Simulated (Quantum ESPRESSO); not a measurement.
## MgS (F-43m): third-order response

Wanted: vibrational spectra of MgS (F-43m) from linear and non-linear response.

Calculated with Quantum ESPRESSO 8.0 development, patched; DFT LDA, scalar-relativistic, plane waves, PseudoDojo norm-conserving pseudopotentials.

### 1. Set-up

The structure is cubic, space group F-43m (No. 216). Conventional cell: a = 5.666 Å, b = 5.666 Å, c = 5.666 Å, α = 90.00°, β = 90.00°, γ = 90.00°. Mg has 4 S at 2.45 Å nearest. S has 4 Mg at 2.45 Å nearest. Farther neighbours and most contacts between anions are not listed.

### 2. A first look

A cheap run with smearing and empty bands tells whether the crystal has a gap, which decides between fixed occupations and smearing later on.

The input, probe.in:

```
&control
   calculation = 'scf'
   prefix = 'x'
   outdir = './tmp'
   pseudo_dir = './pseudo'
   tprnfor = .true.
   tstress = .true.
   verbosity = 'high'
/
&system
   ibrav = 2
   celldm(1) = 10.70764195
   nat = 2
   ntyp = 2
   ecutwfc = 84.0
   occupations = 'smearing'
   smearing = 'gaussian'
   degauss = 0.01
/
&electrons
   conv_thr = 1.0d-07
   mixing_beta = 0.7
   electron_maxstep = 100
/
ATOMIC_SPECIES
 Mg     24.3050  Mg.upf
 S      32.0600  S.upf
ATOMIC_POSITIONS crystal
 Mg     0.000000000   0.000000000   0.000000000
 S      0.750000000   0.750000000   0.750000000
K_POINTS automatic
 6 6 6 0 0 0
```

Run with:

```console
$ OMP_NUM_THREADS=1 mpirun -n 4 pw.x -nk 4 -in probe.in > probe.out
```

Output:

```text
[banners, grids, parts of the stress and lines that vanish by symmetry left out]
Program PWSCF v.8.0dev
     bravais-lattice index     =            2
     lattice parameter (alat)  =      10.7076  a.u.
[...]
kinetic-energy cutoff     =      84.0000  Ry
     charge density cutoff     =     336.0000  Ry
     scf convergence threshold =      1.0E-07
[...]
Exchange-correlation= SLA-PW-NOGX-NOGC
                           (   1   4   0   0   0   0   0)
[...]
24 Sym. Ops. (no inversion) found
[...]
(     0          1          0      )
                  (     0          0          1      )
[...]
(  0.0000000  1.0000000  0.0000000 )
                  (  0.0000000  0.0000000  1.0000000 )
[...]
(     1          0         -1      )
                  (     0          0         -1      )
[...]
(  0.0000000  1.0000000  0.0000000 )
[...]
(    -1          0          1      )
                  (    -1          0          0      )
[...]
(  0.0000000  0.0000000  1.0000000 )
                  (  0.0000000 -1.0000000  0.0000000 )
[...]
number of k points=    16  Gaussian smearing, width (Ry)=  0.0100
[...]
End of self-consistent calculation
[...]
the Fermi energy is     5.2696 ev
!    total energy              =    -140.88528789 Ry
[...]
convergence has been achieved in   7 iterations
[...]
atom    1 type  1   force =     0.00000000    0.00000000    0.00000000
     atom    2 type  2   force =     0.00000000    0.00000000    0.00000000
[...]
Total force =     0.000000     Total SCF correction =     0.000000
[...]
total   stress  (Ry/bohr**3)                   (kbar)     P=      -21.28
[...]
XML data file, charge density, pseudopotentials, collected wavefunctions

   JOB DONE.
```

The job ended after 3.7 s (4 MPI ranks of Arm Neoverse V1, shared host).

Read from the output:

```yaml
volume_per_atom: 22.74 Å³
pressure: -2.128 GPa
gap_on_the_k_mesh: 3.165 eV
```

A gap of 3.2 eV opens on this mesh, so the crystal is taken as an insulator; the start stands at -2.1 GPa.

### 3. Relaxing the cell and atoms

The relaxation runs at a cutoff a fifth above that of the response, since stress converges more slowly with the basis than frequencies do. Forces and stress are brought to rest with tight thresholds.

The input, relax.in:

```
&control
   calculation = 'vc-relax'
   prefix = 'x'
   outdir = './tmp'
   pseudo_dir = './pseudo'
   tprnfor = .true.
   tstress = .true.
   forc_conv_thr = 2.0d-05
   etot_conv_thr = 1.0d-07
   nstep = 40
/
&system
   ibrav = 2
   celldm(1) = 10.70764195
   nat = 2
   ntyp = 2
   ecutwfc = 101
   occupations = 'fixed'
   nbnd = 10
/
&electrons
   conv_thr = 1.0d-11
   mixing_beta = 0.7
   electron_maxstep = 100
/
&ions
/
&cell
   press_conv_thr = 0.2
/
ATOMIC_SPECIES
 Mg     24.3050  Mg.upf
 S      32.0600  S.upf
ATOMIC_POSITIONS crystal
 Mg     0.000000000   0.000000000   0.000000000
 S      0.750000000   0.750000000   0.750000000
K_POINTS automatic
 6 6 6 0 0 0
```

Run with:

```console
$ OMP_NUM_THREADS=1 mpirun -n 4 pw.x -nk 4 -in relax.in > relax.out
```

Output:

```text
[banners, grids, parts of the stress and lines that vanish by symmetry left out]
[banner, memory and clock lines left out]
Program PWSCF v.8.0dev

[...]
kinetic-energy cutoff     =     101.0000  Ry
     charge density cutoff     =     404.0000  Ry
     scf convergence threshold =      1.0E-11
[...]
energy convergence thresh.=      1.0E-07
     force convergence thresh. =      2.0E-05
     press convergence thresh. =      2.0E-01
     Exchange-correlation= SLA-PW-NOGX-NOGC
                           (   1   4   0   0   0   0   0)
[...]
24 Sym. Ops. (no inversion) found
[...]
number of k points=    16
[...]
End of self-consistent calculation
[...]
highest occupied, lowest unoccupied level (ev):     2.8899    6.0556
!    total energy              =    -140.88532172 Ry
[...]
convergence has been achieved in  10 iterations
[...]
atom    1 type  1   force =     0.00000000   -0.00000000    0.00000000
     atom    2 type  2   force =     0.00000000    0.00000000   -0.00000000
     Total force =     0.000000     Total SCF correction =     0.000000
[...]
total   stress  (Ry/bohr**3)                   (kbar)     P=      -21.17
[...]
number of bfgs steps    =   0
[...]
CELL_PARAMETERS (alat= 10.70764195)
[...]
ATOMIC_POSITIONS (crystal)
Mg               0.0000000000        0.0000000000       -0.0000000000
S                0.7500000000        0.7500000000        0.7500000000
[...]
New effective cutoffs (rho, wfc):  406.47  101.69
[...]
End of self-consistent calculation
[...]
highest occupied, lowest unoccupied level (ev):     2.9797    6.1986
!    total energy              =    -140.88573211 Ry
[...]
convergence has been achieved in   6 iterations
[...]
atom    1 type  1   force =     0.00000000    0.00000000   -0.00000000
     atom    2 type  2   force =     0.00000000    0.00000000   -0.00000000
     Total force =     0.000000     Total SCF correction =     0.000000
[...]
total   stress  (Ry/bohr**3)                   (kbar)     P=      -15.35
[...]
number of bfgs steps    =   1
[...]
CELL_PARAMETERS (alat= 10.70764195)
[...]
ATOMIC_POSITIONS (crystal)
Mg              -0.0000000000       -0.0000000000        0.0000000000
S                0.7500000000        0.7500000000        0.7500000000
[...]
New effective cutoffs (rho, wfc):  410.91  102.80
[...]
End of self-consistent calculation
[...]
highest occupied, lowest unoccupied level (ev):     3.1171    6.4170
!    total energy              =    -140.88609124 Ry
[...]
convergence has been achieved in   7 iterations
[...]
atom    1 type  1   force =     0.00000000    0.00000000    0.00000000
     atom    2 type  2   force =    -0.00000000   -0.00000000   -0.00000000
     Total force =     0.000000     Total SCF correction =     0.000000
[...]
total   stress  (Ry/bohr**3)                   (kbar)     P=       -6.05
[...]
number of bfgs steps    =   2
[...]
CELL_PARAMETERS (alat= 10.70764195)
[...]
ATOMIC_POSITIONS (crystal)
[...]
New effective cutoffs (rho, wfc):  413.79  103.52
[...]
End of self-consistent calculation
[...]
highest occupied, lowest unoccupied level (ev):     3.2067    6.5593
!    total energy              =    -140.88615318 Ry
[...]
convergence has been achieved in   7 iterations
[...]
atom    1 type  1   force =     0.00000000   -0.00000000    0.00000000
     atom    2 type  2   force =     0.00000000   -0.00000000   -0.00000000
     Total force =     0.000000     Total SCF correction =     0.000000
[...]
total   stress  (Ry/bohr**3)                   (kbar)     P=        0.26
[...]
number of bfgs steps    =   3
[...]
CELL_PARAMETERS (alat= 10.70764195)
[...]
ATOMIC_POSITIONS (crystal)
[...]
New effective cutoffs (rho, wfc):  413.67  103.49
[...]
End of self-consistent calculation
[...]
highest occupied, lowest unoccupied level (ev):     3.2030    6.5535
!    total energy              =    -140.88615329 Ry
[...]
convergence has been achieved in   5 iterations
[...]
atom    1 type  1   force =     0.00000000   -0.00000000    0.00000000
     atom    2 type  2   force =    -0.00000000    0.00000000   -0.00000000
     Total force =     0.000000     Total SCF correction =     0.000000
[...]
total   stress  (Ry/bohr**3)                   (kbar)     P=       -0.00
[...]
number of bfgs steps    =   4
[...]
small trust_radius: resetting bfgs history
[...]
CELL_PARAMETERS (alat= 10.70764195)
[...]
ATOMIC_POSITIONS (crystal)
[...]
New effective cutoffs (rho, wfc):  413.67  103.49
[...]
End of self-consistent calculation
[...]
highest occupied, lowest unoccupied level (ev):     3.2031    6.5536
!    total energy              =    -140.88615329 Ry
[...]
convergence has been achieved in   2 iterations
[...]
atom    1 type  1   force =    -0.00000000    0.00000000   -0.00000000
     atom    2 type  2   force =    -0.00000000    0.00000000   -0.00000000
     Total force =     0.000000     Total SCF correction =     0.000000
[...]
total   stress  (Ry/bohr**3)                   (kbar)     P=       -0.00
[...]
bfgs converged in   6 scf cycles and   5 bfgs steps
[...]
End of BFGS Geometry Optimization
     Final enthalpy           =    -140.8861532903 Ry
     File ./tmp/x.bfgs deleted, as requested
[...]
CELL_PARAMETERS (alat= 10.70764195)
[...]
ATOMIC_POSITIONS (crystal)
Mg              -0.0000000000       -0.0000000000        0.0000000000
S                0.7500000000        0.7500000000        0.7500000000
[...]
Final scf calculation at the relaxed structure.
[...]
kinetic-energy cutoff     =     101.0000  Ry
     charge density cutoff     =     404.0000  Ry
     scf convergence threshold =      1.0E-13
[...]
press convergence thresh. =      2.0E-01
     Exchange-correlation= SLA-PW-NOGX-NOGC
                           (   1   4   0   0   0   0   0)
[...]
24 Sym. Ops. (no inversion) found
[...]
number of k points=    16
[...]
End of self-consistent calculation
[...]
highest occupied, lowest unoccupied level (ev):     3.2031    6.5536
!    total energy              =    -140.88615138 Ry
[...]
convergence has been achieved in  12 iterations
[...]
atom    1 type  1   force =    -0.00000000   -0.00000000    0.00000000
     atom    2 type  2   force =     0.00000000    0.00000000   -0.00000000
     Total force =     0.000000     Total SCF correction =     0.000000
[...]
total   stress  (Ry/bohr**3)                   (kbar)     P=       -0.02
[...]
XML data file, charge density, pseudopotentials, collected wavefunctions
```

It took 23 s on 4 MPI ranks.

Step by step:

| step | energy less that of the first step (eV) | largest force (eV/Å) | pressure (GPa) | volume (Å³) |
| --- | --- | --- | --- | --- |
| 1 | 0.0000 | 0.0000 | -2.12 | 45.48 |
| 2 | -0.0056 | 0.0000 | -1.53 | 44.99 |
| 3 | -0.0105 | 0.0000 | -0.60 | 44.26 |
| 4 | -0.0113 | 0.0000 | 0.03 | 43.80 |
| 5 | -0.0113 | 0.0000 | 0.00 | 43.82 |
| 6 | -0.0113 | 0.0000 | 0.00 | 43.82 |
| 7 | -0.0113 | 0.0000 | 0.00 | 43.82 |

| conventional cell, symmetrised | before | after | change |
| --- | --- | --- | --- |
| a (Å) | 5.666 | 5.596 | -1.2 % |
| b (Å) | 5.666 | 5.596 | -1.2 % |
| c (Å) | 5.666 | 5.596 | -1.2 % |
| volume (Å³/atom) | 22.74 | 21.91 | -3.6 % |

Final coordinates:

```xyz
2
Lattice="-2.7982 0.0000 2.7982 0.0000 2.7982 2.7982 -2.7982 2.7982 0.0000" Properties=species:S:1:pos:R:3 pbc="T T T"
Mg    0.0000    0.0000    0.0000
S    -4.1974    4.1974    4.1974
```

The last row of the table of steps is pw.x's closing run on a basis chosen anew for the final cell, so its energy can jump.

This step gave:

| Item | Value |
| --- | --- |
| volume per atom | 21.91 Å³ |
| pressure | -0.002 GPa |
| gap on the k-mesh | 3.351 eV |

The volume changes by -3.6 % from the cell with which this run began.

### 4. Ground state

Perturbation theory inherits every error of the wavefunctions, so the threshold is set near the limit of the arithmetic. With a gap, occupations are fixed, which also allows the response to an electric field.

The input, scf.in:

```
&control
   calculation = 'scf'
   prefix = 'x'
   outdir = './tmp'
   pseudo_dir = './pseudo'
   tprnfor = .true.
   tstress = .true.
/
&system
   ibrav = 2
   celldm(1) = 10.57582362
   nat = 2
   ntyp = 2
   ecutwfc = 84.0
   occupations = 'fixed'
   nbnd = 10
/
&electrons
   conv_thr = 1.0d-12
   mixing_beta = 0.7
   electron_maxstep = 100
/
ATOMIC_SPECIES
 Mg     24.3050  Mg.upf
 S      32.0600  S.upf
ATOMIC_POSITIONS crystal
 Mg     0.000000000   0.000000000   0.000000000
 S      0.750000000   0.750000000   0.750000000
K_POINTS automatic
 8 8 8 0 0 0
```

Run with:

```console
$ OMP_NUM_THREADS=1 mpirun -n 4 pw.x -nk 4 -in scf.in > scf.out
```

Output:

```text
[banners, grids, parts of the stress and lines that vanish by symmetry left out]
[banner, memory and clock lines left out]
Program PWSCF v.8.0dev

[...]
kinetic-energy cutoff     =      84.0000  Ry
     charge density cutoff     =     336.0000  Ry
     scf convergence threshold =      1.0E-12
[...]
Exchange-correlation= SLA-PW-NOGX-NOGC
                           (   1   4   0   0   0   0   0)
[...]
24 Sym. Ops. (no inversion) found
[...]
number of k points=    29
[...]
End of self-consistent calculation
[...]
highest occupied, lowest unoccupied level (ev):     3.2023    6.5533
!    total energy              =    -140.88616694 Ry
[...]
convergence has been achieved in  11 iterations
[...]
atom    1 type  1   force =     0.00000000    0.00000000    0.00000000
     atom    2 type  2   force =     0.00000000    0.00000000   -0.00000000
     Total force =     0.000000     Total SCF correction =     0.000000
[...]
total   stress  (Ry/bohr**3)                   (kbar)     P=       -0.18
[...]
XML data file, charge density, pseudopotentials, collected wavefunctions
```

It took 7.4 s on 4 MPI ranks; 29 s of CPU time.

Read from the output:

* pressure: -0.018 GPa

The cell stands at -0.018 GPa, close enough for phonons.

(Part 1 of 3 ends here.)

[Host names and launcher messages were left out of these logs when they were recorded.]

[Logs are printed without paths, hosts, clocks, repeated set-up lines and the standing remarks that a program may print on its own settings, such as how far it seeks lower states.]

[Hosts, paths, dates, database ids (printed as entryN), source tags and the programs' standing remarks are cut or masked in the printed files.]
